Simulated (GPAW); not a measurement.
## MgS (Fm-3m): refractive index against wavelength

The refractive index of MgS (Fm-3m) below the direct gap (3.72 eV on the mesh) is read from one computed spectrum, n = √(Re ε).

It takes space group Fm-3m (No. 225, cubic). Conventional cell: a = 5.203 Å, b = 5.203 Å, c = 5.203 Å, α = 90.00°, β = 90.00°, γ = 90.00°. Around S on site b lie 6 Mg at 2.60 Å. Mg on site a has 6 S at 2.60 Å as nearest neighbours.

Method: GPAW 26.7.0, PBE, RPA, k-mesh 12×12×12, local fields up to 60 eV, Lorentzian half width 0.15 eV.

Launch of the response step: `OMP_NUM_THREADS=1 python df.py`. The run took 69 s, its band step included, on 1 thread of Arm Neoverse V1, with other jobs on the host.

```
wavelength (nm)  photon energy E (eV)       n
           1550                 0.800  2.2544
           1310                 0.946  2.2597
           1064                 1.165  2.2697
            850                 1.459  2.2867
            700                 1.771  2.3102
            633                 1.959       ?
            532                 2.331  2.3687
```

In the single-oscillator model n² − 1 = E₀E_d/(E₀² − E²), so 1/(n² − 1) = E₀/E_d − E²/(E₀E_d) is linear in E².

Working, on the rows shown:

| x = E² (eV²) | y = 1/(n² − 1) |
| --- | --- |
| 0.639837 | 0.244959 |
| 0.895757 | 0.243532 |
| 1.35784 | 0.240875 |
| 2.12762 | 0.236463 |
| 3.13716 | 0.230573 |
| 5.43137 | 0.216885 |

Means: x̄ = 2.2649, ȳ = 0.23555. Σ(x − x̄)(y − ȳ) = -0.09462, Σ(x − x̄)² = 16.14. Slope = -0.09462 / 16.14 = -0.005861; intercept = ȳ − slope · x̄ = 0.24882. Turned back into n, the line misses the rows shown by at most 0.00056.

Question: What does the fit predict for the withheld row, and how well does it do?

Answer: At x = 3.8364 the line gives y = 0.22634, that is 2.3277. The run gave 2.3272, so the interpolation is off by 0.0005, 0.4 % of the range in the table.

Refitted with all rows, the slope is -0.005852 and the intercept 0.24882. These give E₀ = √(intercept/−slope) = 6.52 eV and E_d = E₀/intercept = 26.2 eV; E₀ is 1.8 times the direct gap. The electronic limit at long wavelengths, without lattice vibrations, is n = √(1 + 1/intercept) = 2.240. Excitons are left out; PBE gaps are as a rule too small. The values come from a sum over the points of one k-mesh and carry its error, which grows as the direct gap shrinks.

[Logs are printed without paths, hosts, clocks, repeated set-up lines and the standing remarks that a program may print on its own settings, such as how far it seeks lower states.]
